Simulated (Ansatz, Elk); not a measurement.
# How far do independent atoms describe Mg2CoS4?

Structure refinements treat a crystal as free atoms side by side. For a made-up structure of Mg2CoS4 (cell and positions from a PBE relaxation) the runs below show what the calculated density changes in F(hkl).

Calculated with Elk 11.2.3 (patched build); DFT, PBE, all-electron APW+lo, Dirac cores, scalar-relativistic bands, static density, no spin.

The structure was built from a prototype and need not be the compound's stable phase.

## (1) The structure

The structure is monoclinic, space group Cm (No. 8). The conventional cell has a = 12.639 Å, b = 3.363 Å, c = 6.351 Å, α = 90.00°, β = 97.70°, γ = 90.00°. Nearest to Co lie 6 S at 2.22 to 2.35 Å. Nearest to S lie 2 Co at 2.35 Å and 3 Mg at 2.56 to 2.70 Å. S has 1 Co at 2.30 Å and 4 Mg at 2.57 to 2.59 Å nearest. Nearest to S lie 2 Co at 2.28 Å and 2 Mg at 2.54 to 2.58 Å. Nearest to S lie 1 Co at 2.22 Å and 3 Mg at 2.54 to 2.58 Å. Nearest to Mg lie 6 S at 2.54 to 2.58 Å. Farther neighbours and most contacts between anions are not listed.

## (2) Ground state and structure factors

An all-electron density is needed, since X-rays see the cores too. Task 0 finds the density and task 195 Fourier-transforms it; tshift is off so that phases refer to the origin typed.

File elk.in:

```
tasks
  0
  195

xctype
  20

spinpol
  .false.

rgkmax
  7.0

gmaxvr
  14.0

lmaxo
  7

lmaxapw
  8

swidth
  0.002

tshift
  .false.

ramdisk
  .false.

hmaxvr
  5.5

maxscl
  120

epspot
  1e-06

sppath
  './'

avec
  11.71527448672 -3.17731377356 2.31634841013
  11.71527448672 3.17731377356 2.31634841013
  -3.88352032990 0.00000000000 11.35548183651

atoms
  3
  'Co.in'
  1
  0.2490100231 0.2490100231 0.2248695473   0.000000 0.000000 0.000000
  'S.in'
  4
  0.6466143069 0.6466143069 1.0363826937   0.000000 0.000000 0.000000
  0.3608209475 0.3608209475 -0.0329256933   0.000000 0.000000 0.000000
  0.8486587539 0.8486587539 0.3931560069   0.000000 0.000000 0.000000
  0.1413864917 0.1413864917 0.4734035557   0.000000 0.000000 0.000000
  'Mg.in'
  2
  0.7522199502 0.7522199502 0.7199945432   0.000000 0.000000 0.000000
  0.9981895268 0.9981895268 0.1527193466   0.000000 0.000000 0.000000

ngridk
  7 7 4
```

Started as:

```sh
$ OMP_NUM_THREADS=4 elk
```

Numbers of over 12 decimals in the logs are rounded to 6 here.

The program printed:

```text
┌─────────────────────────┐
│ Elk code version 11.2.3 │
└─────────────────────────┘

All units are atomic (Hartree, Bohr, etc.)

┌─────────────────────────────────────────────────┐
│ Ground-state run starting from atomic densities │
└─────────────────────────────────────────────────┘

Lattice vectors :
   11.71527449      -3.177313774       2.316348410
   11.71527449       3.177313774       2.316348410
  -3.883520330       0.000000000       11.35548184

Reciprocal lattice vectors :
  0.2511776193     -0.9887574465      0.8590154122E-01
  0.2511776193      0.9887574465      0.8590154122E-01
 -0.1024729532      0.4051134798E-17  0.5182721081

Unit cell volume      :    902.5361393
Brillouin zone volume :   0.2748368765

Muffin-tin inner radius fraction :   0.1000000000E-01

Nuclei treated as point charges

Species : 1 (Co)
 parameters loaded from : Co.in
 name : cobalt
 nuclear charge    :   -27.00000000
 electronic charge :    27.00000000
 atomic mass :    107428.6517
 muffin-tin radius :    2.160088091
 number of radial points in muffin-tin :    993
 inner part over the whole radius :   0.9994376865E-02
 number on inner part of muffin-tin    :    699
 approximate nuclear radius :   0.7243775530E-04
 number of mesh points to nuclear radius :    335
 atomic positions (lattice), magnetic fields (Cartesian) :
  1 :   0.24901002  0.24901002  0.22486955    0.00000000  0.00000000  0.00000000

Species : 2 (S)
 parameters loaded from : S.in
 name : sulphur
 nuclear charge    :   -16.00000000
 electronic charge :    16.00000000
 atomic mass :    58450.91931
 muffin-tin radius :    1.980080750
 number of radial points in muffin-tin :    793
 inner part over the whole radius :   0.9825679995E-02
 number on inner part of muffin-tin    :    552
 approximate nuclear radius :   0.6195814986E-04
 number of mesh points to nuclear radius :    252
 atomic positions (lattice), magnetic fields (Cartesian) :
  1 :   0.64661431  0.64661431  0.03638269    0.00000000  0.00000000  0.00000000
  2 :   0.36082095  0.36082095  0.96707431    0.00000000  0.00000000  0.00000000
  3 :   0.84865875  0.84865875  0.39315601    0.00000000  0.00000000  0.00000000
  4 :   0.14138649  0.14138649  0.47340356    0.00000000  0.00000000  0.00000000

Species : 3 (Mg)
 parameters loaded from : Mg.in
 name : magnesium
 nuclear charge    :   -12.00000000
 electronic charge :    12.00000000
 atomic mass :    44305.30466
 muffin-tin radius :    2.200000000
 number of radial points in muffin-tin :    793
 inner part over the whole radius :   0.9941530515E-02
 number on inner part of muffin-tin    :    552
 approximate nuclear radius :   0.5710277704E-04
 number of mesh points to nuclear radius :    241
 atomic positions (lattice), magnetic fields (Cartesian) :
  1 :   0.75221995  0.75221995  0.71999454    0.00000000  0.00000000  0.00000000
  2 :   0.99818953  0.99818953  0.15271935    0.00000000  0.00000000  0.00000000

Total number of atoms per unit cell :    7
Total muffin-tin volume :    261.4990351
 ratio of muffin-tin to unit cell volume :   0.2897380212

Spin treatment :
 spin-unpolarised

Number of Bravais lattice symmetries :    4
Number of crystal symmetries         :    2
Crystal has no inversion symmetry
Complex Hermitian eigensolver will be used

k-point grid :      7     7     4
k-point offset :    0.000000000       0.000000000       0.000000000
k-point set is reduced with full crystal symmetry group
Total number of k-points :      112

Muffin-tin radius times maximum |G+k| :    7.000000000
 using average radius
Maximum |G+k| for APW functions       :    3.383881831
Maximum (1/2)|G+k|²                   :    5.725328124
Maximum |G| for potential and density :    14.00000000
Constant for pseudocharge density :    8
 order of it for each species :   15  15  15
 order of it for pair densities of each species (exact exchange by exxq0 0: 16) :   11   8  11
Radial integration step length :    1

G-vector grid sizes :     56    56    54
Number of G-vectors :    41803

[...]
correlation                 :     -4.716061
 electron entropic           :    -0.83004850554069E-03
 total energy                :     -3392.4251932133

Density of states at Fermi energy :    61.86830295
 (states/Hartree/unit cell)

Estimated indirect band gap :   0.7775300395E-02
 from k-point 1 to k-point 57
Estimated direct band gap   :   0.9682161601E-02
 at k-point 85

Charges :
 core                        :    56.00000000
 valence                     :    59.00000000
 interstitial                :    12.56174710
 muffin-tins (core leakage)
  species : 1 (Co)
[...]
species : 2 (S)
[...]
species : 3 (Mg)
[...]
total in muffin-tins        :    102.4382529
 total calculated charge     :    114.9962110
 total charge                :    115.0000000
 error                       :   0.3789023629E-02

RMS change in Kohn-Sham potential (target) :   0.5836226970     (  0.1000000000E-05)
Absolute change in total energy (target)   :   0.3420050235     (  0.1000000000E-03)

[... loops 3 to 19 left out ...]

┌──────────────────┐
│ Loop number : 20 │
└──────────────────┘

Energies :
 Fermi                       :     0.151747
 sum of occupied eigenvalues :     -1910.9181694138
 electron kinetic            :      3419.0539088899
 core electron kinetic       :      3099.6206461931
 Coulomb                     :     -6614.9063698479
 Coulomb potential           :     -5077.2686203536
 nuclear-nuclear             :     -452.84276557969
 electron-nuclear            :     -7257.6380121069
 Hartree                     :      1095.5744078386
 Madelung                    :     -4076.2720596711
 xc potential                :     -252.70345795010
 exchange                    :     -190.56742780892
 correlation                 :     -4.707481
 electron entropic           :    -0.14376773133867E-02
 total energy                :     -3391.1288075044

Density of states at Fermi energy :    102.3638905
 (states/Hartree/unit cell)

Estimated indirect band gap :   0.3494273698E-03
 from k-point 57 to k-point 76
Estimated direct band gap   :   0.6328559414E-02
 at k-point 76

Charges :
 core                        :    56.00000000
 valence                     :    59.00000000
 interstitial                :    12.99550059
 muffin-tins (core leakage)
  species : 1 (Co)
[...]
species : 2 (S)
[...]
species : 3 (Mg)
[...]
total in muffin-tins        :    102.0044994
 total calculated charge     :    114.9962977
 total charge                :    115.0000000
 error                       :   0.3702342324E-02

RMS change in Kohn-Sham potential (target) :   0.6578078868E-06 (  0.1000000000E-05)
Absolute change in total energy (target)   :   0.4937251424E-04 (  0.1000000000E-03)

Convergence targets achieved

┌──────────────────┐
│ Loop number : 21 │
└──────────────────┘

Energies :
 Fermi                       :     0.151747
 sum of occupied eigenvalues :     -1910.9181472878
 electron kinetic            :      3419.0539307210
 core electron kinetic       :      3099.6206574758
 Coulomb                     :     -6614.9063733088
 Coulomb potential           :     -5077.2686072236
 nuclear-nuclear             :     -452.84276557969
 electron-nuclear            :     -7257.6380317561
 Hartree                     :      1095.5744240269
 Madelung                    :     -4076.2720696970
 xc potential                :     -252.70347078511
 exchange                    :     -190.56742820669
 correlation                 :     -4.707481
 electron entropic           :    -0.14376683484923E-02
 total energy                :     -3391.1287895374

Density of states at Fermi energy :    102.3632229
 (states/Hartree/unit cell)

Estimated indirect band gap :   0.3493890632E-03
 from k-point 57 to k-point 76
Estimated direct band gap   :   0.6328610662E-02
 at k-point 76

Charges :
 core                        :    56.00000000
 valence                     :    59.00000000
 interstitial                :    12.99550005
 muffin-tins (core leakage)
  species : 1 (Co)
[...]
species : 2 (S)
[...]
atom 4                    :    13.82765223     (  0.3030146724E-03)
  species : 3 (Mg)
   atom 1                    :    10.49628263     ( -0.9828258429E-07)
   atom 2                    :    10.45416571     ( -0.9828258341E-07)
 total in muffin-tins        :    102.0044999
 total calculated charge     :    114.9962977
 total charge                :    115.0000000
 error                       :   0.3702342536E-02

┌──────────────────────────────┐
│ Self-consistent loop stopped │
└──────────────────────────────┘

Warning : core states of species 1 leak from the muffin-tin :   0.1600322900E-02

Warning : core states of species 2 leak from the muffin-tin :   0.3046826796E-03

Wrote STATE.OUT
```

Run time: 5.8 min. Hardware: 4 threads of Arm Neoverse V2, shared host; peak memory 0.26 GiB.

SFACRHO.OUT:

```text

h k l indices transformed by vhmat matrix:
   1.000000000       0.000000000       0.000000000    
   0.000000000       1.000000000       0.000000000    
   0.000000000       0.000000000       1.000000000    

      h      k      l  multipl.   |H|            Re(F)            Im(F)           |F|

      0      0      0      1   0.0000000       115.00000      0.71231275E-16   115.00000    
      0      0      1      1  0.52830548       10.976522       35.578987       37.233699    
      0      0     -1      1  0.52830548       10.976522      -35.578987       37.233699    
      1      1      0      1  0.53092098      -40.192214     -0.67839746E-01   40.192271    
     -1     -1      0      1  0.53092098      -40.192214      0.67839746E-01   40.192271    
     -1     -1      1      1  0.69703510       4.6209545      -5.8477108       7.4531162    
      1      1     -1      1  0.69703510       4.6209545       5.8477108       7.4531162    
     -1     -1     -1      1  0.79756480       3.7936966       12.897417       13.443790    
      1      1      1      1  0.79756480       3.7936966      -12.897417       13.443790    
      0      1      0      2   1.0237727       9.2253815       12.517308       15.549619    
      0     -1      0      2   1.0237727       9.2253815      -12.517308       15.549619    
      0      0      2      1   1.0566110       3.7918312       3.5264798       5.1782279    
      0      0     -2      1   1.0566110       3.7918312      -3.5264798       5.1782279    
     -2     -2      0      1   1.0618420      -2.3164811     -0.97774923E-01   2.3185436    
      2      2      0      1   1.0618420      -2.3164811      0.97774923E-01   2.3185436    
     -1     -1      2      1   1.1171625       35.563107      -5.7729082       36.028614    
      1      1     -2      1   1.1171625       35.563107       5.7729082       36.028614    
     -2     -2      1      1   1.1208761       4.2970882       16.146717       16.708723
```

Elk indexes on the primitive cell of elk.in and gives |H| = 4π sin θ/λ in inverse bohr. Below, one row stands for each form hkl of the conventional cell (m members, Friedel mates merged), F is for one primitive cell and the density is static (no thermal factor). Free-atom factors are Waasmaier and Kirfel's, and R is Σm||F|−|F'||/Σm|F|.

| hkl | m | sin θ/λ (Å⁻¹) | abs F, DFT | neutral atoms | diff. | abs of complex diff. |
| --- | --- | --- | --- | --- | --- | --- |
| 001 | 2 | 0.079 | 37.234 | 36.985 | +0.249 | 0.251 |
| 200 | 2 | 0.080 | 40.192 | 39.849 | +0.344 | 0.344 |
| 2 0 -1 | 2 | 0.105 | 7.453 | 7.366 | +0.087 | 0.139 |
| 201 | 2 | 0.120 | 13.444 | 13.121 | +0.322 | 0.360 |
| 110 | 4 | 0.154 | 15.550 | 15.463 | +0.087 | 0.154 |
| 002 | 2 | 0.159 | 5.178 | 5.011 | +0.167 | 0.458 |
| 400 | 2 | 0.160 | 2.319 | 1.772 | +0.546 | 0.548 |
| 2 0 -2 | 2 | 0.168 | 36.029 | 35.843 | +0.186 | 0.186 |
| 4 0 -1 | 2 | 0.169 | 16.709 | 16.701 | +0.008 | 0.128 |
| 1 1 -1 | 4 | 0.171 | 9.835 | 9.704 | +0.131 | 0.481 |
| 111 | 4 | 0.176 | 47.281 | 46.817 | +0.464 | 0.469 |
| 202 | 2 | 0.187 | 10.279 | 10.226 | +0.052 | 0.230 |
| 401 | 2 | 0.188 | 9.844 | 10.043 | -0.199 | 0.238 |
| 310 | 4 | 0.191 | 12.156 | 12.085 | +0.071 | 0.162 |
| 3 1 -1 | 4 | 0.201 | 11.395 | 11.181 | +0.214 | 0.310 |
| 4 0 -2 | 2 | 0.210 | 76.749 | 76.660 | +0.089 | 0.090 |
| 311 | 4 | 0.213 | 73.965 | 73.790 | +0.176 | 0.183 |
| 1 1 -2 | 4 | 0.217 | 7.868 | 7.872 | -0.004 | 0.170 |
| 112 | 4 | 0.225 | 11.095 | 10.919 | +0.176 | 0.199 |
| 3 1 -2 | 4 | 0.238 | 4.755 | 4.807 | -0.052 | 0.103 |
| 003 | 2 | 0.238 | 6.192 | 6.176 | +0.016 | 0.136 |
| 600 | 2 | 0.239 | 7.507 | 7.380 | +0.126 | 0.133 |

## (3) The highest occupied states alone

An energy window below the Fermi level keeps the highest occupied states, to see at which angles they scatter; shallow core shells can lie inside it and anion s states outside. No new self-consistency is needed.

Changes to elk.in since step 2:

```diff
@@ -1,3 +1,2 @@
 tasks
-  0
   195
@@ -40,2 +39,5 @@
 
+wsfac
+  -0.399490 0.451750
+
 sppath
```

Started as:

```sh
$ OMP_NUM_THREADS=4 elk
```

The program printed:

```text
┌─────────────────────────────────┐
│ Elk code version 11.2.3 started │
└─────────────────────────────────┘

Info(readinput): the functional depends on the density's gradient
 muffin-tin radial points multiplied by    2.00000
 (not where nrmtscf is given)

┌────────────────────┐
│ Current task : 195 │
└────────────────────┘
Info(checkmt): changed muffin-tin radius of species 1 (Co) from   2.4000 to   2.1601
Info(checkmt): changed muffin-tin radius of species 2 (S) from   2.2000 to   1.9801

Info(sfacrho): density structure factors written to SFACRHO.OUT

 Energy window :  -0.3994900000      0.4517500000

┌──────────────────┐
│ Elk code stopped │
└──────────────────┘
```

Run time: 17 s. Hardware: 4 threads; peak memory 0.2 GiB; 25 s of CPU time.

States within 15 eV below the Fermi level hold 37.00 electrons; any levels below the window count with the cores. Their amplitudes can exceed the total, where window and core parts have opposite phase:

| hkl | sin θ/λ (Å⁻¹) | abs F, window | abs F, all |
| --- | --- | --- | --- |
| 001 | 0.079 | 11.969 | 37.234 |
| 200 | 0.080 | 12.848 | 40.192 |
| 2 0 -1 | 0.105 | 5.857 | 7.453 |
| 201 | 0.120 | 7.903 | 13.444 |
| 110 | 0.154 | 5.568 | 15.550 |
| 002 | 0.159 | 3.094 | 5.178 |
| 400 | 0.160 | 3.729 | 2.319 |
| 2 0 -2 | 0.168 | 7.755 | 36.029 |
| 4 0 -1 | 0.169 | 4.546 | 16.709 |
| 1 1 -1 | 0.171 | 2.146 | 9.835 |

## (4) Another functional

The difference from free atoms is small, so it is set against the change that LDA (Perdew-Wang) makes.

Changes to elk.in since step 3:

```diff
@@ -1,2 +1,3 @@
 tasks
+  0
   195
@@ -4,3 +5,3 @@
 xctype
-  20
+  3
 
@@ -39,5 +40,2 @@
 
-wsfac
-  -0.399490 0.451750
-
 sppath
```

Started as:

```sh
$ OMP_NUM_THREADS=4 elk
```

The program printed:

```text
┌─────────────────────────┐
│ Elk code version 11.2.3 │
└─────────────────────────┘

All units are atomic (Hartree, Bohr, etc.)

┌─────────────────────────────────────────────────┐
│ Ground-state run starting from atomic densities │
└─────────────────────────────────────────────────┘

Lattice vectors :
   11.71527449      -3.177313774       2.316348410
   11.71527449       3.177313774       2.316348410
  -3.883520330       0.000000000       11.35548184

Reciprocal lattice vectors :
  0.2511776193     -0.9887574465      0.8590154122E-01
[...]
species : 3 (Mg)
   atom 1                    :    10.51501275     ( -0.1573064651E-05)
   atom 2                    :    10.47142154     ( -0.1573064652E-05)
 total in muffin-tins        :    101.9939574
 total calculated charge     :    114.9962445
 total charge                :    115.0000000
 error                       :   0.3755548428E-02

┌──────────────────────────────┐
│ Self-consistent loop stopped │
└──────────────────────────────┘

Warning : core states of species 1 leak from the muffin-tin :   0.1680278247E-02

Warning : core states of species 2 leak from the muffin-tin :   0.3021227477E-03

Wrote STATE.OUT
[key lines of the parts left out:]
total energy                :     -3382.4177042904
```

Run time: 5 min. Hardware: 4 threads; peak memory 0.23 GiB; 19 min of CPU time.

Against the first run R = 0.08 %; the largest change is -0.083 at 400.

## (5) Basis size

A smaller basis shows how fast F responds to it; the change is likely larger than the basis error of the first run, but doesn't show convergence.

Changes to elk.in since step 4:

```diff
@@ -5,3 +5,3 @@
 xctype
-  3
+  20
 
@@ -11,3 +11,3 @@
 rgkmax
-  7.0
+  5.5
```

Started as:

```sh
$ OMP_NUM_THREADS=4 elk
```

The program printed:

```text
┌─────────────────────────┐
│ Elk code version 11.2.3 │
└─────────────────────────┘

All units are atomic (Hartree, Bohr, etc.)

┌─────────────────────────────────────────────────┐
│ Ground-state run starting from atomic densities │
└─────────────────────────────────────────────────┘

Lattice vectors :
   11.71527449      -3.177313774       2.316348410
   11.71527449       3.177313774       2.316348410
  -3.883520330       0.000000000       11.35548184

Reciprocal lattice vectors :
  0.2511776193     -0.9887574465      0.8590154122E-01
[...]
species : 3 (Mg)
   atom 1                    :    10.49210903     ( -0.9828258696E-07)
   atom 2                    :    10.45045098     ( -0.9828258873E-07)
 total in muffin-tins        :    101.8326113
 total calculated charge     :    114.9964014
 total charge                :    115.0000000
 error                       :   0.3598553120E-02

┌──────────────────────────────┐
│ Self-consistent loop stopped │
└──────────────────────────────┘

Warning : core states of species 1 leak from the muffin-tin :   0.1594904104E-02

Warning : core states of species 2 leak from the muffin-tin :   0.3034341768E-03

Wrote STATE.OUT
[key lines of the parts left out:]
total energy                :     -3391.0307525025
```

It took 2.6 min on 4 threads; peak memory 0.22 GiB; 9.4 min of CPU time.

Against the first run R = 0.10 %; the largest change is +0.061 at 205.

## (6) Settings against the effect

```
              run  R against the first run (%)  R against neutral atoms, low angle (%)  wall time
    PBE, rgkmax 7                         0.00                                    0.69    5.8 min
LDA (Perdew-Wang)                         0.08                                    0.68      5 min
       rgkmax 5.5                         0.10                                    0.71    2.6 min
```

## (7) What came out

- R against neutral atoms, sin θ/λ < 0.3 Å⁻¹: 0.69 %
- R against neutral atoms, 0.3 to 0.48 Å⁻¹: 0.48 %

In words: Independent neutral atoms miss the calculated amplitudes by R = 0.69 % below 0.3 Å⁻¹ and 0.48 % from there to 0.48 Å⁻¹; by shells, 1.02 % below 0.15 Å⁻¹ (4 forms), 0.67 % 0.15 to 0.3 (34 forms), 0.53 % 0.3 to 0.45 (89 forms), 0.34 % above 0.45 (22 forms). Bonding, aspherical density and the tables' own atoms all enter these figures, and the runs don't part them. The largest change of an amplitude is +0.55 electrons, at 400. R counts amplitudes alone; phases shift too. Weak lines can change much in proportion: 400 goes from 1.77 to 2.32. The window's part falls from 37.0 electrons at the origin to at most 2.10 between 0.45 and 0.48 Å⁻¹, where compact states inside the window still scatter. Below 0.3 Å⁻¹ the changes that finished (LDA (Perdew-Wang) and rgkmax 5.5) move F by R = 0.08 % at most, against the 0.69 % that separates it from free atoms. The k-mesh has no finished test. These runs have no spin, though d or f shells may be open. The electron count is odd, so without spin the run is a metal by force. Part of the difference isn't bonding: the tables are fits to free atoms and ions calculated by other methods than this functional. Thermal motion, anomalous dispersion and extinction are left out.

[Logs are printed without paths, hosts, clocks, repeated set-up lines and the standing remarks that a program may print on its own settings, such as how far it seeks lower states.]

[Hosts, paths, dates, database ids (printed as entryN), source tags and the programs' standing remarks are cut or masked in the printed files.]
